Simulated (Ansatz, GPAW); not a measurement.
# A 11-layer slab of Sr(110): work function by functional and basis, part 4 of 4

Wanted: work functions and dipole of a 11-layer slab of Sr(110), with the cost of each level.

GPAW 26.7.0 and Ansatz 0.2.0; Ansatz plane waves; slab in vacuum with a dipole correction, relaxation (the session's first sound run).

So far, upper work function (eV): step 2 (relaxation, PBE) 2.59; step 6 (self-consistent run: xc = "revPBE") 2.52; step 7 (self-consistent run: xc = "vdW-DF2", GPAW, PAW setups, GPAW) 2.86; step 8 (self-consistent run: xc = "LDA") 2.72; step 9 (real-space grid: mode = "fd", PBE, GPAW) 2.60.

**11. A second plane-wave code**

A second program with its own datasets checks the number independently.

This step: Ansatz plane waves; slab in vacuum with a dipole correction (Ansatz 0.2.0).

The input, input.yaml:

```yaml
crystal:
  lattice:
    - [6.08, 0.0, 0.0]
    - [0.0, 4.2992092296, 0.0]
    - [0.0, 0.0, 37.4960461481]
  atoms:
    - { symbol: Sr, position: [0.0, 0.0, 0.2133558287] }
    - { symbol: Sr, position: [0.5, 0.5, 0.270684663] }
    - { symbol: Sr, position: [0.0, 0.0, 0.3280134972] }
    - { symbol: Sr, position: [0.5, 0.5, 0.3853423315] }
    - { symbol: Sr, position: [0.0, 0.0, 0.4426711657] }
    - { symbol: Sr, position: [0.5, 0.5, 0.4992642634] }
    - { symbol: Sr, position: [0.0, 0.0, 0.5560677603] }
    - { symbol: Sr, position: [0.5, 0.5, 0.612715111] }
    - { symbol: Sr, position: [0.0, 0.0, 0.6701914953] }
    - { symbol: Sr, position: [0.5, 0.5, 0.7258018235] }
    - { symbol: Sr, position: [0.0, 0.0, 0.7815135407] }
kpoints:
  mp_grid: { grid: [5, 7, 1] }
hamiltonian:
  xc: pbe
scf:
  occupations: { method: fermi_dirac, width: 0.1 }
efield:
  axis: 3
  dipole_correction: true
  ramp_width: 0.05
output:
  forces: true
  write_potential: true
  write_density: true
  volumetric_format: npy
  elf: true
```

On the command line:

```
ansatz run input.yaml --threads 4 --pin off --max-ram 8192MiB --backend cpu --events-out ev --progress --plain --runs-dir out
```

Numbers of over 12 decimals in the logs are rounded to 6 here.

The program printed:

```text
[...]
Crystal: 11 atoms, lattice volume = 980.116 Å³
Basis set: ecut = 420 eV, 19183 PW (Γ), exchange–correlation on 90×60×512 points (8 copies of the dense FFT grid, shifted against one another)
Bands: 66, of which v1, the nominal top of the filled ones, is band 55 counted from 1 (54 counted from 0)
Symmetry: 4 space group operations
[...]
k-points: 12 of 35
[...]
SCF iter   1: F=—  HF=-38985.549460 eV  |F-HF|=—  |Δ(HF+E_count)|=         —  Δρ=2.87e-3  dr2=1.04e1  ethr=1.77e-3  p=0.002 e·Å  D=3.75e-4 V/Å  ΔV_dip=-0.01 eV  dr2_dipole=1.36e-2  V_vac-E_F(+/−)=2.16/2.18 eV  ⟨swp⟩=16.0  Hψ=12007  notcnv=0
[...]
SCF iter   8: F=-38985.368455 eV  HF=-38985.368455 eV  |F-HF|=5.63e-8  |Δ(HF+E_count)|=   6.46e-8  Δρ=1.79e-6  dr2=7.20e-8  ethr=9.09e-11  p=-0.000 e·Å  D=-5.94e-5 V/Å  ΔV_dip=0.00 eV  dr2_dipole=6.05e-10  V_vac-E_F(+/−)=2.59/2.59 eV  ⟨swp⟩=21.2  Hψ=8784  notcnv=0
SCF 1 converged in 8 iterations: F = -38985.368455 eV  dr2 = 7.20e-8
[...]
SCF converged after 8 iterations
Free energy (F): -38985.368455 eV
[...]
Internal energy: -38984.884052 eV  (E = F + TS)
E sigma→0 (E₀):  -38985.126253 eV
Entropy (-TS):   -0.484403 eV (-44.037 meV/atom)
Fermi energy:    2.196874 eV
Dipole field:    D = -0.000074 V/Å  (p = -0.000403 e·Å, saw-weighted, corrected)
Work function:   Φ+ = 2.5952 eV   Φ− = 2.5925 eV
[...]
--- Forces (eV/Å), atoms counted from 1 ---
  atom   1  Sr     0.00000000     0.00000000     0.07038329
  atom   2  Sr     0.00000000     0.00000000     0.02029587
  atom   3  Sr     0.00000000     0.00000000    -0.06201307
  atom   4  Sr     0.00000000     0.00000000    -0.00437970
  atom   5  Sr     0.00000000     0.00000000    -0.02620418
  atom   6  Sr     0.00000000     0.00000000    -0.00117217
  atom   7  Sr     0.00000000     0.00000000     0.00281011
  atom   8  Sr     0.00000000     0.00000000     0.00111000
  atom   9  Sr     0.00000000     0.00000000    -0.00504769
  atom  10  Sr     0.00000000     0.00000000    -0.00130375
  atom  11  Sr     0.00000000     0.00000000     0.00551651
  max |Σ_I F_I| component: 4.81e-6 eV/Å
--- Band table (eV; the first three rows and the last of 12) ---
  k-point 0: bands = [... 51 lower, 1.6522, 1.8136, 1.8972, 2.1112, 2.2933, 2.4339, 2.5725, 2.5872, ... 18 higher]
  k-point 1: bands = [... 51 lower, 1.8359, 1.9748, 2.0215, 2.2085, 2.4465, 2.5219, 2.6224, 2.6837, ... 18 higher]
  k-point 2: bands = [... 51 lower, 2.1155, 2.2171, 2.2517, 2.2689, 2.4500, 2.6205, 2.7113, 2.7143, ... 18 higher]
  k-point 11: bands = [... 51 lower, 1.9842, 2.1348, 2.2104, 2.2362, 2.2411, 2.2660, 2.3443, 2.3610, ... 18 higher]
```

Elapsed: 84 s, on 4 threads of Arm Neoverse N1, shared host; peak memory 2 GiB.

Numbers from this step:

```yaml
upper_work_function: 2.595 eV
lower_work_function: 2.592 eV
dipole_along_the_normal: -4.03e-4 e·Å
dipole_field: -7.44e-5 V/Å
vacuum_level_above: 4.792 eV
```

The electrostatic potential energy of an electron (with the applied field's), less the Fermi level, planar mean oscillates, so the rows of the table below give means over windows of 2.2 Å about each position, cut where the curve ends. Its maxima inside the range that stand out by 2 % of the span (Å: eV): 9.1: -0.964, 11.3: -0.842, 13.3: -0.861, 15.5: -0.845, 17.7: -0.96, 19.8: -0.902, 22.0: -0.957, 24.0: -0.818, 26.2: -1.04, 28.3: -1.17. Its minima: 8.1: -8.13, 10.1: -7.83, 12.3: -7.94, 14.5: -7.88, 16.6: -7.90, 18.7: -7.94, 20.8: -7.89, 23.0: -7.93, 25.2: -7.88, 27.2: -7.89, 29.3: -8.21.

Table of electrostatic potential energy of an electron (with the applied field's), less the Fermi level, planar mean by z; means over each step:

```
z (Å)  electrostatic potential energy of an electron (with the applied field's), less the Fermi level, planar mean (eV)
 1.10                                                                                                              2.59
 3.30                                                                                                              2.58
 5.50                                                                                                              2.24
 7.70                                                                                                             -3.53
 9.90                                                                                                             -3.87
12.10                                                                                                             -3.87
14.30                                                                                                             -3.87
16.50                                                                                                             -3.88
18.70                                                                                                             -3.90
20.90                                                                                                             -3.90
23.10                                                                                                             -3.87
25.30                                                                                                             -3.93
27.50                                                                                                             -4.00
29.70                                                                                                             -3.40
31.90                                                                                                              2.30
34.10                                                                                                              2.59
36.30                                                                                                              2.59
```

The valence density, planar mean oscillates, so the rows of the table below give means over windows of 2.12 Å about each position, cut where the curve ends. Its maxima inside the range that stand out by 2 % of the span (Å: e/Å³): 8.1: 0.259, 10.1: 0.267, 12.3: 0.265, 14.5: 0.265, 16.6: 0.265, 18.7: 0.266, 20.8: 0.266, 23.0: 0.266, 25.2: 0.265, 27.2: 0.268, 29.3: 0.259. Its minima: 9.1: 0.0760, 11.3: 0.0764, 13.3: 0.0763, 15.5: 0.0755, 17.7: 0.0802, 19.8: 0.0778, 22.0: 0.0796, 24.0: 0.0756, 26.2: 0.0835, 28.3: 0.0827.

Table of valence density, planar mean by z; means over each step:

```
z (Å)  valence density, planar mean (e/Å³)
 1.06                               2.3e-6
 3.18                               1.1e-4
 5.30                              0.00350
 7.42                                0.142
 9.54                                0.178
11.66                                0.177
13.78                                0.177
15.90                                0.177
18.02                                0.180
20.14                                0.179
22.26                                0.180
24.38                                0.177
26.50                                0.185
28.62                                0.181
30.74                               0.0468
32.86                               9.3e-4
34.98                               2.3e-5
```

Force by atom:

```
atom  x (eV/Å)  y (eV/Å)  z (eV/Å)    size
 Sr1    0.0000    0.0000    0.0704  0.0704
 Sr2    0.0000    0.0000    0.0203  0.0203
 Sr3    0.0000    0.0000   -0.0620  0.0620
 Sr4    0.0000    0.0000   -0.0044  0.0044
 Sr5    0.0000    0.0000   -0.0262  0.0262
 Sr6    0.0000    0.0000   -0.0012  0.0012
 Sr7    0.0000    0.0000    0.0028  0.0028
 Sr8    0.0000    0.0000    0.0011  0.0011
 Sr9    0.0000    0.0000   -0.0050  0.0050
Sr10    0.0000    0.0000   -0.0013  0.0013
Sr11    0.0000    0.0000    0.0055  0.0055
```

Valence density in the ca plane at fractional y = 0.000, with atoms of Sr within 0.2 Å of it. It is the smooth field of the valence electrons, not physical close to the nuclei.

Ten steps, logarithmic in the rise over the least value, from '0' (0.0 e/Å³) to '9' (2.5 e/Å³), each cell a mean:
```
22224899996322225899985322247999974100000000
22223689974222224789874222235899853100000000
22222456643222222456542222223566531100000000
22222233322222222233322222222233211000000000
22222222222222222222222222222221110000000000
22222222222222222222222222222111110000000000
22222222222222222221222222222111100000000000
22222211122222222211122222221111100000000000
22222221122222222211122222222111100000000000
22222222222222222222222222222111100000000000
22222222222222222222222222222211110000000000
22222222222222222222222222222222111000000000
22222344432222222344432222222344321000000000
22223578764222223578753222224688642100000000
22224799985322225899985222236999963100000000
22225899996322235999996322247999974100000000
```
Columns run along c (16.0 Å, from fractional 0.49 to 0.91 of the cell), rows up along a (6.1 Å). Atoms in or near the plane, at fractional coordinates: Sr at (0.56, 0.00), Sr at (0.67, 0.00), Sr at (0.78, 0.00).

Electrostatic potential energy in the ca plane at fractional y = 0.000, with atoms of Sr within 0.2 Å of it. With pseudopotentials it is smooth inside the atoms' cores, unlike the true potential.

Ten even steps from '0' (-82 eV) to '9' (5 eV), each cell a mean:
```
99998600038999998500048999997200178999999999
99999853478999998743478999998633689999999999
99999988889999999888889999999888899999999999
99999999999999999999999999999999999999999999
99999999999999999999999999999999999999999999
99999999999999999999999999999999999999999999
99999999999999999999999999999999999999999999
99999999999999999999999999999999999999999999
99999999999999999999999999999999999999999999
99999999999999999999999999999999999999999999
99999999999999999999999999999999999999999999
99999999999999999999999999999999999999999999
99999998899999999988899999999988999999999999
99999876689999999876789999998766789999999999
99998720158999998610168999997400378999999999
99998500027999998400038999987100068999999999
```
Columns run along c (16.0 Å, from fractional 0.49 to 0.91 of the cell; values clipped at the 3rd and 97th percentile), rows up along a (6.1 Å). Atoms in or near the plane, at fractional coordinates: Sr at (0.56, 0.00), Sr at (0.67, 0.00), Sr at (0.78, 0.00).

ELF in the ca plane at fractional y = 0.000, with atoms of Sr within 0.2 Å of it. It is the smooth field of the valence electrons, not physical close to the nuclei.

Values, 9 rows by 16 columns, each cell a mean:
```
0.21 0.26 0.70 0.68 0.17 0.16 0.71 0.71 0.21 0.22 0.62 0.69 0.37 0.16 0.17 0.03
0.37 0.17 0.41 0.26 0.29 0.26 0.30 0.38 0.21 0.40 0.23 0.46 0.11 0.20 0.13 0.02
0.48 0.41 0.23 0.28 0.46 0.46 0.26 0.24 0.44 0.55 0.38 0.19 0.21 0.21 0.07 0.01
0.39 0.50 0.58 0.56 0.43 0.45 0.57 0.57 0.48 0.46 0.61 0.53 0.35 0.15 0.03 0.01
0.34 0.48 0.61 0.58 0.38 0.41 0.60 0.60 0.45 0.40 0.59 0.55 0.33 0.12 0.03 0.00
0.43 0.50 0.52 0.52 0.45 0.47 0.52 0.51 0.49 0.50 0.59 0.47 0.34 0.17 0.04 0.01
0.47 0.33 0.15 0.18 0.43 0.41 0.17 0.15 0.37 0.53 0.26 0.13 0.15 0.22 0.08 0.01
0.32 0.16 0.62 0.42 0.24 0.21 0.47 0.58 0.18 0.33 0.35 0.67 0.17 0.19 0.14 0.02
0.19 0.30 0.57 0.69 0.16 0.17 0.69 0.62 0.24 0.20 0.66 0.54 0.42 0.15 0.18 0.03
```
Columns run along c (16.0 Å, from fractional 0.49 to 0.91 of the cell), rows up along a (6.1 Å). Atoms in or near the plane, at fractional coordinates: Sr at (0.56, 0.00), Sr at (0.67, 0.00), Sr at (0.78, 0.00).

The upper face's work function is 2.595 eV, against 2.597 eV in the first plane-wave PBE run at this geometry.

**12. Side by side**

Results and costs are gathered.

This step: comparison of work functions, dipole and cost (GPAW 26.7.0).

Ladder, by row:

```
      step    code  work function, upper (eV)  work function, lower (eV)  dipole (e Å)  wall time (s)  peak memory (GiB)  threads
        pw    GPAW                      2.597                      2.595      -2.62e-4           2980               0.72        1
optPBE-vdW    GPAW                      2.749                      2.746      -5.27e-4           2411               1.23        1
      RPBE    GPAW                      2.519                      2.518      -2.55e-4           2656               0.72        1
    revPBE    GPAW                      2.522                       2.52      -2.77e-4           2484               0.72        1
   vdW-DF2    GPAW                      2.858                      2.855      -4.04e-4           4167               1.23        1
       LDA    GPAW                      2.722                      2.719      -3.76e-4           2814               0.72        1
        fd    GPAW                      2.596                      2.594      -3.47e-4           8685                4.1        1
    ansatz  Ansatz                      2.595                      2.592      -4.03e-4          83.93              1.992        4
```

**13. A changed run**

One more run, with changed settings.

This step: GPAW, PAW setups; slab in vacuum (GPAW 26.7.0).

The input, run.py:

```python
import json
import numpy as np
from ase import Atoms
from gpaw import GPAW, PW
from gpaw.external import ConstantElectricField

slab = Atoms(
    ['Sr', 'Sr', 'Sr', 'Sr', 'Sr', 'Sr', 'Sr', 'Sr', 'Sr', 'Sr', 'Sr'],
    positions=[
        [0.00000, 0.00000, 8.00000],
        [3.04000, 2.14960, 10.14960],
        [0.00000, 0.00000, 12.29921],
        [3.04000, 2.14960, 14.44881],
        [0.00000, 0.00000, 16.59842],
        [3.04000, 2.14960, 18.72044],
        [0.00000, 0.00000, 20.85034],
        [3.04000, 2.14960, 22.97439],
        [0.00000, 0.00000, 25.12953],
        [3.04000, 2.14960, 27.21470],
        [0.00000, 0.00000, 29.30367]],
    cell=[[6.08, 0.0, 0.0], [0.0, 4.29921, 0.0], [0.0, 0.0, 37.49605]],
    pbc=[True, True, False])

slab.calc = GPAW(mode=PW(400), xc='PBE', kpts={'size': (5, 7, 1), 'gamma': True},
                 occupations={'name': 'fermi-dirac', 'width': 0.1}, nbands='160%',
                 convergence={'density': 1e-05}, maxiter=75,
                 poissonsolver={'dipolelayer': 'xy'},
                 external=ConstantElectricField(1.5, [0, 0, 1]),
                 symmetry={'tolerance': 1e-3}, txt='slab.txt')
result = {}
energy = slab.get_potential_energy()
fermi = slab.calc.get_fermi_level()
v = slab.calc.get_electrostatic_potential().mean((0, 1)) - fermi
n = slab.calc.get_pseudo_density().mean((0, 1))
L = slab.cell[2, 2]
z = np.arange(len(v)) * L / len(v)
low, high = slab.positions[:, 2].min(), slab.positions[:, 2].max()
below, above = np.interp([low - 5.8, high + 5.8], z, v)
slopes = [np.interp(x, z, np.gradient(v, z)) for x in (low - 5.8, high + 5.8)]
eps = np.array([[slab.calc.get_eigenvalues(k, s) for k in range(len(slab.calc.get_ibz_k_points()))]
                for s in range(slab.calc.get_number_of_spins())]) - fermi
top, bottom = eps[eps < 0].max(), eps[eps > 0].min()
dipole = slab.get_dipole_moment()[2]
print(f'energy {energy:.4f} eV, Fermi level {fermi:.4f} eV, dipole {dipole:.5f} e A')
print(f'potential 5.8 A off the faces, from the Fermi level: lower {below:.4f} eV, upper {above:.4f} eV')
print(f'slope of the potential there: lower {slopes[0]:.5f}, upper {slopes[1]:.5f} eV/A')
print(f'nearest levels on the mesh: {top:.4f} and {bottom:.4f} eV')
print('magnetic moment', round(slab.get_magnetic_moment(), 3))
result.update(energy=energy, fermi=fermi, dipole=dipole, below=below, above=above, slopes=slopes, edges=[top, bottom],
              z=z.tolist(), v=v.tolist(), n=n.tolist(), positions=slab.positions.tolist(),
              forces=slab.get_forces(apply_constraint=False).tolist(), moments=slab.get_magnetic_moments().tolist())
json.dump(result, open('result.json', 'w'))
```

On the command line:

```
OMP_NUM_THREADS=1 OPENBLAS_NUM_THREADS=1 python run.py
```

The program printed:

```text
energy -21.5145 eV, Fermi level 0.5704 eV, dipole 6.26136 e A
potential 5.8 A off the faces, from the Fermi level: lower 26.6036 eV, upper -15.9605 eV
slope of the potential there: lower -0.84979, upper 0.03433 eV/A
nearest levels on the mesh: -0.0417 and 0.0117 eV
magnetic moment 0.0
```

The job ended after 56 min (1 thread; peak memory 0.96 GiB).

The run finished. A setting was moved off its sound value on purpose, so it serves as a test and not as the result.

The fault put into the input: a field far too strong (field = 1.5).

Side by side:

```
                     quantity  this run  sound run  difference
dipole along the normal (e·Å)    6.2614  -2.621e-4        6.26
```

One result that differs is the dipole along the normal, 6.26 e·Å against -2.6e-4 e·Å.

**14. Outcome**

| Property | Result |
| --- | --- |
| work function, both faces | 2.60 eV |
| dipole along the normal | -2.6e-4 e Å, near the numerical noise |

With plane waves and PBE the work function is 2.60 eV on the upper face and 2.60 eV on the lower. The measured value for polycrystalline Sr, which weights the faces of low work function, is 2.59 eV (as compiled in "Anisotropic work function of elemental crystals", 2019, arxiv:1902.07811); the relaxed upper face lies 0.0071 eV over it with PBE, and PBE comes nearest (2.60 eV). Measured work functions scatter by a tenth of an eV or more between methods. Over the sound runs of the table the upper face's work function spans 2.519 (RPBE) to 2.858 eV (vdW-DF2). The two plane-wave codes differ by 0.0019 eV on the upper face. The small printed dipole stands for a step of 1.8 meV from the lower to the upper face, and the probes find 1.9 meV; values this small are near the numerical noise of both. The in-plane lattice was kept as typed, which isn't the functional's own and leaves some strain; spin-orbit coupling and temperature are left out.

[Logs are printed without paths, hosts, clocks, repeated set-up lines and the standing remarks that a program may print on its own settings, such as how far it seeks lower states.]

[Hosts, paths, dates, database ids (printed as entryN), source tags and the programs' standing remarks are cut or masked in the printed files.]
